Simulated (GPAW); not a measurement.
**ZnS (P6_3mc): refractive index against wavelength**

The refractive index of ZnS (P6_3mc) along x below the direct gap (2.24 eV on the mesh) is read from one computed spectrum, n = √(Re ε). x, y and z are the Cartesian axes of the input cell.

It takes space group P6_3mc (No. 186, hexagonal). Conventional cell: a = 3.811 Å, b = 3.811 Å, c = 6.234 Å, α = 90.00°, β = 90.00°, γ = 120.00°. Zn on site b has 4 S at 2.31 to 2.40 Å as nearest neighbours. S on site b has 4 Zn at 2.31 to 2.40 Å as nearest neighbours.

Method: GPAW 26.7.0, PBE, RPA, k-mesh 12×12×6, local fields up to 60 eV, Lorentzian half width 0.2 eV.

Launch of the response step: `OMP_NUM_THREADS=1 python df.py`. The run took 11.5 min, its band step included, on 1 thread of Arm Neoverse V1, on a shared host.

```
wavelength (nm)  photon energy E (eV)       n
           3000                 0.413  2.3504
           2000                 0.620  2.3571
           1550                 0.800  2.3654
           1310                 0.946  2.3739
           1064                 1.165  2.3899
            850                 1.459       ?
```

In the single-oscillator model n² − 1 = E₀E_d/(E₀² − E²), so 1/(n² − 1) = E₀/E_d − E²/(E₀E_d) is linear in E².

Working, on the rows shown:

| x = E² (eV²) | y = 1/(n² − 1) |
| --- | --- |
| 0.170801 | 0.221025 |
| 0.384302 | 0.219495 |
| 0.639837 | 0.217622 |
| 0.895757 | 0.215731 |
| 1.35784 | 0.212241 |

Means: x̄ = 0.68971, ȳ = 0.21722. Σ(x − x̄)(y − ȳ) = -0.006322, Σ(x − x̄)² = 0.8539. Slope = -0.006322 / 0.8539 = -0.007404; intercept = ȳ − slope · x̄ = 0.22233. Turned back into n, the line misses the rows shown by at most 0.00017.

**Question.** Fill in the last column of the withheld row.

**Answer.** At x = 2.1276 the line gives y = 0.20658, that is 2.4168. The run gave 2.4187, so the extrapolation is off by 0.0019, 3 % of the range in the table.

Refitted with all rows, the slope is -0.007588 and the intercept 0.22243. These give E₀ = √(intercept/−slope) = 5.41 eV and E_d = E₀/intercept = 24.3 eV; E₀ is 2.4 times the direct gap. The electronic limit at long wavelengths, without lattice vibrations, is n = √(1 + 1/intercept) = 2.344. The cell comes from an older database entry, whose edges can be off by a per cent or so. Excitons are left out; PBE gaps are as a rule too small. The values come from a sum over the points of one k-mesh and carry its error, which grows as the direct gap shrinks.

[Logs are printed without paths, hosts, clocks, repeated set-up lines and the standing remarks that a program may print on its own settings, such as how far it seeks lower states.]
